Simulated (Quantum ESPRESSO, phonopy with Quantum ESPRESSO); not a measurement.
# Al (Fm-3m): a volume series of phonon spectra, part 4 of 6

Wanted: mode Grüneisen parameters of Al and a free-energy fit over volumes.

Experimental results on record:
- volume expansion coefficient 69 1e-6/K and heat capacity C_P per formula unit 24.2 J/mol/K near room temperature (given in “High-Throughput Prediction of Finite-Temperature Properties using the Quasi-Harmonic Approximation”, 2016, arXiv:1603.06924)

Quantum ESPRESSO 7.5; DFT PBEsol, scalar-relativistic, plane waves, GBRV ultrasoft pseudopotentials.

So far. Step 3 (Finding the static equilibrium): After the last step pw.x solved the final cell once more on a basis chosen for it, which moves the energy without moving the atoms. Step 4 (Self-consistent run): On a basis chosen for the relaxed cell the pressure is 0.001 GPa, small enough for phonons.

## 5. Forces on a displaced cell (continued)

Force by atom:

```csv
atom,x (eV/Å),y (eV/Å),z (eV/Å),size
Al1,0.0000,-0.0649,-0.0649,0.0917
Al2,0.0000,0.0384,0.0384,0.0544
Al3,0.0202,-0.0053,0.0182,0.0277
Al4,-0.0202,0.0182,-0.0053,0.0277
Al5,0.0202,0.0182,-0.0053,0.0277
Al6,-0.0202,-0.0053,0.0182,0.0277
Al7,0.0000,-0.0020,-0.0020,0.0029
Al8,0.0000,0.0026,0.0026,0.0037
```

## 6. Phonons, V/V0 1

This step: DFT PBEsol, scalar-relativistic, plane waves, GBRV ultrasoft pseudopotentials (phonopy with Quantum ESPRESSO 4.10.0 / 7.5).

Wall time 24 s (4 threads of Arm Neoverse V1, shared host).

Numbers from this step:

| Quantity | Value |
| --- | --- |
| highest frequency | 325.2 cm⁻¹ |
| Debye temperature from the second moment | 399 K |
| lowest frequency on the path | 0 cm⁻¹ |
| zero-point energy | 0.03803 eV/cell |
| Γ frequencies | 0, 0, 0 cm⁻¹ (negative: imaginary) |

Phonopy, no LO-TO term. The phonon branches at the labelled points (cm⁻¹):

| point | branch 1 | branch 2 | branch 3 |
| --- | --- | --- | --- |
| Γ | 0 | 0 | 0 |
| halfway | 140 | 140 | 230 |
| X | 192 | 192 | 322 |
| halfway | 188 | 209 | 315 |
| U | 177 | 245 | 293 |
| jump to K | 177 | 245 | 293 |
| halfway | 105 | 166 | 246 |
| Γ | 0 | 0 | 0 |
| halfway | 98 | 98 | 230 |
| L | 139 | 139 | 325 |
| halfway | 161 | 213 | 302 |
| W | 195 | 268 | 268 |
| halfway | 194 | 217 | 308 |
| X | 192 | 192 | 322 |

The phonon branches as a text plot (rows in cm⁻¹):

```
    318 |          *****                        ******        ***
    305 |         *     **                     *      *      *
    291 |                 *                            *    *
    278 |                   **                          ** *
    264 |       **         *  **             **          **
    251 |                 *     *                       *  *
    237 |     **         *  **                         *    *
    224 |               *                   *                *
    210 |              *      **                      *       *
    196 |            **          **                      ********
    183 |    *    ***  ****                *         *  *
    169 |       **         *    *                   *  *
    156 |                                            **
    142 |     **            **     **           *****
    129 |  **                 ** **      **    *
    115 |    *                               **
    102 |                       *           *
     88 |                          **
     75 |  **                    **  *     *
     61 | *                        **   *
     47 |                            *   **
     34 | *                          *
     20 |                               *
      7 |*                            **
         Γ           X  U|K            Γ         L        W     X
```

Harmonic. Thermo, by row:

```
T (K)  F_vib (meV/atom)  S (J/mol-atom/K)  C_V (J/mol-atom/K)
    0             38.03                 0                   0
   50             37.85             1.419               4.082
  100             35.73             7.166               13.04
  150             30.34             13.53               18.11
  200             21.84             19.13               20.67
  250             10.66              23.9               22.06
  300             -2.82                28               22.88
  350            -18.27             31.57                23.4
  400            -35.47             34.72               23.75
  450             -54.2             37.53               23.99
  500            -74.32             40.07               24.16
  550            -95.69             42.38                24.3
  600            -118.2              44.5                24.4
  650            -141.8             46.45               24.48
  700            -166.3             48.27               24.54
  750            -191.8             49.97               24.59
  800            -218.1             51.55               24.63
  850            -245.2             53.05               24.67
  900            -273.1             54.46                24.7
  950            -301.6              55.8               24.72
 1000            -330.9             57.06               24.74
```

The modes, Al has structure finer than the step of the table below, so its rows give means over 10 cm⁻¹, whole bins alone (the curve runs from -10 to 344 cm⁻¹). Peaks (cm⁻¹: height): 170.4: 0.0219, 186.0: 0.0230, 295.1: 0.0235.

Phonopy on the run's constants, 21x21x21 mesh, Gaussian sigma 2.5 cm⁻¹. Table of modes, Al by wavenumber; means over each step:

```
wavenumber (cm⁻¹)  modes, Al (1/cm⁻¹/cell)
                0                   3.0e-5
               10                   3.9e-6
               20                   1.8e-4
               30                   2.5e-4
               40                   7.0e-4
               50                   8.8e-4
               60                  0.00145
               70                  0.00173
               80                  0.00283
               90                  0.00351
              100                  0.00450
              110                  0.00627
              120                  0.00793
              130                   0.0114
              140                   0.0162
              150                   0.0193
              160                   0.0189
              170                   0.0207
              180                   0.0202
              190                   0.0189
              200                   0.0105
              210                   0.0103
              220                  0.00942
              230                  0.00978
              240                  0.00943
              250                  0.00838
              260                  0.00699
              270                  0.00776
              280                   0.0158
              290                   0.0212
              300                   0.0190
              310                   0.0108
              320                  0.00450
              330                   2.5e-4
```

No mode is imaginary beyond numerical noise along the path.

The time given is that of the one pw.x run on a displaced cell behind this step.

## 7. Ground state at this cell, V/V0 1.015

A tight ground state at this cell gives the energy of this member; its pressure is the stress at this cutoff, which can carry an offset from the finite basis.

This step: DFT PBEsol, scalar-relativistic, plane waves, GBRV ultrasoft pseudopotentials (Quantum ESPRESSO 7.5).

System of this step: Al. Symmetry: Fm-3m, No. 225, cubic system. The conventional cell has a = 4.033 Å, b = 4.033 Å, c = 4.033 Å, α = 90.00°, β = 90.00°, γ = 90.00°. Al has 12 Al at 2.85 Å nearest.

Input file scf.in:

```
&CONTROL
  calculation = 'scf'
  prefix      = 'x'
  outdir      = './tmp'
  pseudo_dir  = './pseudo'
  tprnfor     = .true.
  tstress     = .true.
/
&SYSTEM
  ibrav       = 0
  nat         = 1
  ntyp        = 1
  ecutwfc     = 40.0
  ecutrho     = 240.0
  occupations = 'smearing'
  smearing    = 'mv'
  degauss     = 0.02
/
&ELECTRONS
  conv_thr         = 1.0d-12
  mixing_beta      = 0.7
  electron_maxstep = 100
/
ATOMIC_SPECIES
 Al     26.9815  Al.upf
CELL_PARAMETERS angstrom
     0.000000000    2.016663352    2.016663352
     2.016663352    0.000000000    2.016663352
     2.016663352    2.016663352    0.000000000
ATOMIC_POSITIONS crystal
 Al     0.000000000   0.000000000   0.000000000
K_POINTS automatic
 16 16 16 0 0 0
```

Launch:

```
$ OMP_NUM_THREADS=1 mpirun -n 4 pw.x -nk 4 -in scf.in > scf.out
```

The program printed:

```text
[banner, memory and clock lines left out]
Program PWSCF v.7.5

     Message from routine setup:
     using ibrav=0 with symmetry is DISCOURAGED, use correct ibrav instead

     G-vector sticks info

     bravais-lattice index     =            0
     lattice parameter (alat)  =       5.3895  a.u.
     unit-cell volume          =     110.6947 (a.u.)^3
     number of atoms/cell      =            1
     number of atomic types    =            1
[...]
Total force =     0.000000     Total SCF correction =     0.000000

     Computing stress (Cartesian axis) and pressure

          total   stress  (Ry/bohr**3)                   (kbar)     P=      -11.84
  -0.00008046  -0.00000000  -0.00000000          -11.84       -0.00       -0.00
  -0.00000000  -0.00008046  -0.00000000           -0.00      -11.84       -0.00
  -0.00000000  -0.00000000  -0.00008046           -0.00       -0.00      -11.84

     XML data file, charge density, pseudopotentials, collected wavefunctions
[key lines of the parts left out:]
!    total energy              =      -6.66464183 Ry
the Fermi energy is     7.9416 ev
convergence has been achieved in   7 iterations
```

Wall time 2.5 s (4 MPI ranks); 9.8 s of CPU time.

The run ends at a pressure of -1.18 GPa.

## 8. A displaced supercell

One atom (for the harmonic constants) or a pair of atoms (for the cubic ones) is moved by a few hundredths of an ångström; the forces on all atoms give a column of force constants. The threshold is tight because the forces are small.

System of this step: Al. It takes space group Imm2 (No. 44, orthorhombic). Conventional cell: a = 5.704 Å, b = 8.067 Å, c = 5.704 Å, α = 90.00°, β = 90.00°, γ = 90.00°. Nearest to Al lie 12 Al at 2.83 to 2.87 Å. Nearest to Al lie 12 Al at 2.84 to 2.86 Å. Nearest to Al lie 12 Al at 2.85 Å. Nearest to Al lie 12 Al at 2.85 Å.

Input file disp-00001.in:

```
&CONTROL
  calculation = 'scf'
  prefix      = 'x'
  outdir      = './tmp'
  pseudo_dir  = './pseudo'
  tprnfor     = .true.
  disk_io     = 'none'
/
&SYSTEM
  ibrav       = 0
  nat         = 8
  ntyp        = 1
  ecutwfc     = 40.0
  ecutrho     = 240.0
  occupations = 'smearing'
  smearing    = 'mv'
  degauss     = 0.02
/
&ELECTRONS
  conv_thr         = 1.0d-11
  mixing_beta      = 0.7
  electron_maxstep = 100
/
ATOMIC_SPECIES
 Al     26.9815  Al.upf
CELL_PARAMETERS angstrom
     0.000000000    4.033326705    4.033326705
     4.033326705    0.000000000    4.033326705
     4.033326705    4.033326705    0.000000000
ATOMIC_POSITIONS crystal
 Al     0.003506320   0.000000000   0.000000000
 Al     0.500000000   0.000000000   0.000000000
 Al     0.000000000   0.500000000   0.000000000
 Al     0.500000000   0.500000000   0.000000000
 Al     0.000000000   0.000000000   0.500000000
 Al     0.500000000   0.000000000   0.500000000
 Al     0.000000000   0.500000000   0.500000000
 Al     0.500000000   0.500000000   0.500000000
K_POINTS automatic
 7 7 7 0 0 0
```

Launch:

```
$ OMP_NUM_THREADS=1 mpirun -n 4 pw.x -nk 4 -in disp-00001.in > disp-00001.out
```

The program printed:

```text
[banner, memory and clock lines left out]
Program PWSCF v.7.5

     Message from routine setup:
     using ibrav=0 with symmetry is DISCOURAGED, use correct ibrav instead

     G-vector sticks info

     bravais-lattice index     =            0
     lattice parameter (alat)  =      10.7790  a.u.
     unit-cell volume          =     885.5576 (a.u.)^3
     number of atoms/cell      =            8
     number of atomic types    =            1
[...]
atom    2 type  1   force =     0.00000000    0.00141390    0.00141390
     atom    3 type  1   force =     0.00074340   -0.00020508    0.00066886
[...]
atom    7 type  1   force =    -0.00000000   -0.00007448   -0.00007448
     atom    8 type  1   force =     0.00000000    0.00009829    0.00009829

     Total force =     0.004403     Total SCF correction =     0.000000
     Message from routine punch:
     Nothing written, as per user request (disk_io='none')
[key lines of the parts left out:]
!    total energy              =     -53.30924799 Ry
the Fermi energy is     7.8930 ev
convergence has been achieved in   9 iterations
```

Wall time 25 s (4 MPI ranks).

## 9. Phonons, V/V0 1.015

This step: DFT PBEsol, scalar-relativistic, plane waves, GBRV ultrasoft pseudopotentials (phonopy with Quantum ESPRESSO 4.10.0 / 7.5).

Elapsed: 25 s, on 4 threads; 98 s of CPU time.

Phonopy, no LO-TO term. Phonon branches along the path, in cm⁻¹:

```csv
point,branch 1,branch 2,branch 3
Γ,0,0,0
halfway,135,135,224
X,184,184,313
halfway,181,202,306
U,170,237,285
jump to K,170,237,285
halfway,101,161,238
Γ,0,0,0
halfway,95,95,223
L,134,134,316
halfway,155,206,293
W,188,259,259
halfway,186,210,299
X,184,184,313
```

The phonon branches as a text plot (rows in cm⁻¹):

```
    309 |          *****                        ******        ***
    296 |         *     **                     *      *      *
    283 |                 *                            *    *
    270 |                   **                          *  *
    257 |       **         *  **             **          **
    243 |                 *     *                       *  *
    230 |     **         *  **                         *    *
    217 |                                   *
    204 |              **     **                      *      **
    191 |            **          **                      ********
    178 |    *    *** ****                 *         *  *
    164 |                 *     *                   *  *
    151 |       **         *                         **
    138 |     **            **     **            ****
    125 |  **                 ** **      **    **
    112 |    *                               **
     99 |                       *           *
     86 |                          **
     72 |  **                    **  *     *
     59 | *                             *
     46 |                          ***   **
     33 | *                          *
     20 |                               *
      7 |*                            **
         Γ           X  U|K            Γ         L        W     X
```

No mode is imaginary beyond numerical noise along the path.

The time given is that of the one pw.x run on a displaced cell behind this step.

## 10. Self-consistent run, V/V0 0.985

A tight ground state at this cell gives the energy of this member; its pressure is the stress at this cutoff, which can carry an offset from the finite basis.

This step: DFT PBEsol, scalar-relativistic, plane waves, GBRV ultrasoft pseudopotentials (Quantum ESPRESSO 7.5).

System of this step: Al. The structure is cubic, space group Fm-3m (No. 225). Conventional cell: a = 3.993 Å, b = 3.993 Å, c = 3.993 Å, α = 90.00°, β = 90.00°, γ = 90.00°. Nearest to Al lie 12 Al at 2.82 Å.

Edit scf.in of step 7 so:

```diff
@@ -26,5 +26,5 @@
 CELL_PARAMETERS angstrom
-     0.000000000    2.016663352    2.016663352
-     2.016663352    0.000000000    2.016663352
-     2.016663352    2.016663352    0.000000000
+     0.000000000    1.996595719    1.996595719
+     1.996595719    0.000000000    1.996595719
+     1.996595719    1.996595719    0.000000000
 ATOMIC_POSITIONS crystal
```

Launch:

```
$ OMP_NUM_THREADS=1 mpirun -n 4 pw.x -nk 4 -in scf.in > scf.out
```

The program printed:

```text
[banner, memory and clock lines left out]
Program PWSCF v.7.5

     Message from routine setup:
     using ibrav=0 with symmetry is DISCOURAGED, use correct ibrav instead

     G-vector sticks info

     bravais-lattice index     =            0
     lattice parameter (alat)  =       5.3359  a.u.
     unit-cell volume          =     107.4229 (a.u.)^3
     number of atoms/cell      =            1
     number of atomic types    =            1
[...]
Total force =     0.000000     Total SCF correction =     0.000000

     Computing stress (Cartesian axis) and pressure

          total   stress  (Ry/bohr**3)                   (kbar)     P=       12.89
   0.00008764  -0.00000000  -0.00000000           12.89       -0.00       -0.00
  -0.00000000   0.00008764  -0.00000000           -0.00       12.89       -0.00
  -0.00000000  -0.00000000   0.00008764           -0.00       -0.00       12.89

     XML data file, charge density, pseudopotentials, collected wavefunctions
[key lines of the parts left out:]
!    total energy              =      -6.66463764 Ry
the Fermi energy is     8.2576 ev
convergence has been achieved in   7 iterations
```

Run time: 2.5 s. Hardware: 4 MPI ranks; 9.8 s of CPU time.

The run ends at a pressure of 1.29 GPa.

## 11. Forces on a displaced cell

One atom (for the harmonic constants) or a pair of atoms (for the cubic ones) is moved by a few hundredths of an ångström; the forces on all atoms give a column of force constants. The threshold is tight because the forces are small.

System of this step: Al. The structure is orthorhombic, space group Imm2 (No. 44). Conventional cell: a = 5.647 Å, b = 7.986 Å, c = 5.647 Å, α = 90.00°, β = 90.00°, γ = 90.00°. Nearest to Al lie 12 Al at 2.80 to 2.84 Å. Nearest to Al lie 12 Al at 2.81 to 2.83 Å. Al has 12 Al at 2.82 Å nearest. Al has 12 Al at 2.82 Å nearest.

Edit disp-00001.in of step 8 so:

```diff
@@ -26,7 +26,7 @@
 CELL_PARAMETERS angstrom
-     0.000000000    4.033326705    4.033326705
-     4.033326705    0.000000000    4.033326705
-     4.033326705    4.033326705    0.000000000
+     0.000000000    3.993191438    3.993191438
+     3.993191438    0.000000000    3.993191438
+     3.993191438    3.993191438    0.000000000
 ATOMIC_POSITIONS crystal
- Al     0.003506320   0.000000000   0.000000000
+ Al     0.003541562   0.000000000   0.000000000
  Al     0.500000000   0.000000000   0.000000000
```

Launch:

```
$ OMP_NUM_THREADS=1 mpirun -n 4 pw.x -nk 4 -in disp-00001.in > disp-00001.out
```

The program printed:

```text
[banner, memory and clock lines left out]
Program PWSCF v.7.5

     Message from routine setup:
     using ibrav=0 with symmetry is DISCOURAGED, use correct ibrav instead

     G-vector sticks info

     bravais-lattice index     =            0
     lattice parameter (alat)  =      10.6717  a.u.
     unit-cell volume          =     859.3835 (a.u.)^3
     number of atoms/cell      =            8
     number of atomic types    =            1
[...]
atom    2 type  1   force =    -0.00000000    0.00158157    0.00158157
     atom    3 type  1   force =     0.00083182   -0.00020479    0.00074796
[...]
atom    7 type  1   force =     0.00000000   -0.00008379   -0.00008379
     atom    8 type  1   force =     0.00000000    0.00010593    0.00010593

     Total force =     0.004968     Total SCF correction =     0.000000
     Message from routine punch:
     Nothing written, as per user request (disk_io='none')
[key lines of the parts left out:]
!    total energy              =     -53.30950243 Ry
the Fermi energy is     8.2030 ev
convergence has been achieved in   9 iterations
```

The job ended after 25 s (4 MPI ranks).

## 12. Phonons, V/V0 0.985

This step: DFT PBEsol, scalar-relativistic, plane waves, GBRV ultrasoft pseudopotentials (phonopy with Quantum ESPRESSO 4.10.0 / 7.5).

Wall time 25 s (4 threads).

Phonopy, no LO-TO term. The phonon branches at the labelled points (cm⁻¹):

```
    point  branch 1  branch 2  branch 3
        Γ         0         0         0
  halfway       146       146       237
        X       200       200       331
  halfway       196       217       324
        U       184       254       302
jump to K       184       254       302
  halfway       109       172       253
        Γ         0         0         0
  halfway       102       102       237
        L       144       144       335
  halfway       167       220       312
        W       203       276       276
  halfway       201       225       316
        X       200       200       331
```

The phonon branches as a text plot (rows in cm⁻¹):

```
    328 |          *****                        ******        ***
    314 |               **                     *      *      *
    300 |         *       *                            *    *
    286 |                   **                          ** *
    272 |       **         *  **             **          **
    258 |                 *     *                       *  *
    244 |                *  **                         *    *
    230 |     **        *                   *                *
    216 |              *      **                      *       *
    202 |          *****         **                      ********
    188 |    *    *     ***                *         *  *
    174 |       **         *    *                   *  *
    161 |                                            **
    147 |     **            **     **           *****
    133 |  **                 ** **      **    *
    119 |    *                               **
    105 |                       *           *
     91 |                          **
     77 |  **                    **  *     *
     63 | *                        **   *
     49 |                            *   **
     35 | *                          *  *
     21 |
      7 |*                            **
         Γ           X  U|K            Γ         L        W     X
```

No mode is imaginary beyond numerical noise along the path.

The time given is that of the one pw.x run on a displaced cell behind this step.

[end of part 4 of 6]

[Logs are printed without paths, hosts, clocks, repeated set-up lines and the standing remarks that a program may print on its own settings, such as how far it seeks lower states.]

[Hosts, paths, dates, database ids (printed as entryN), source tags and the programs' standing remarks are cut or masked in the printed files.]

[A step with changed settings may run another functional than the one named; its input shows which.]

[Of the runs on displaced cells, only some may be shown.]
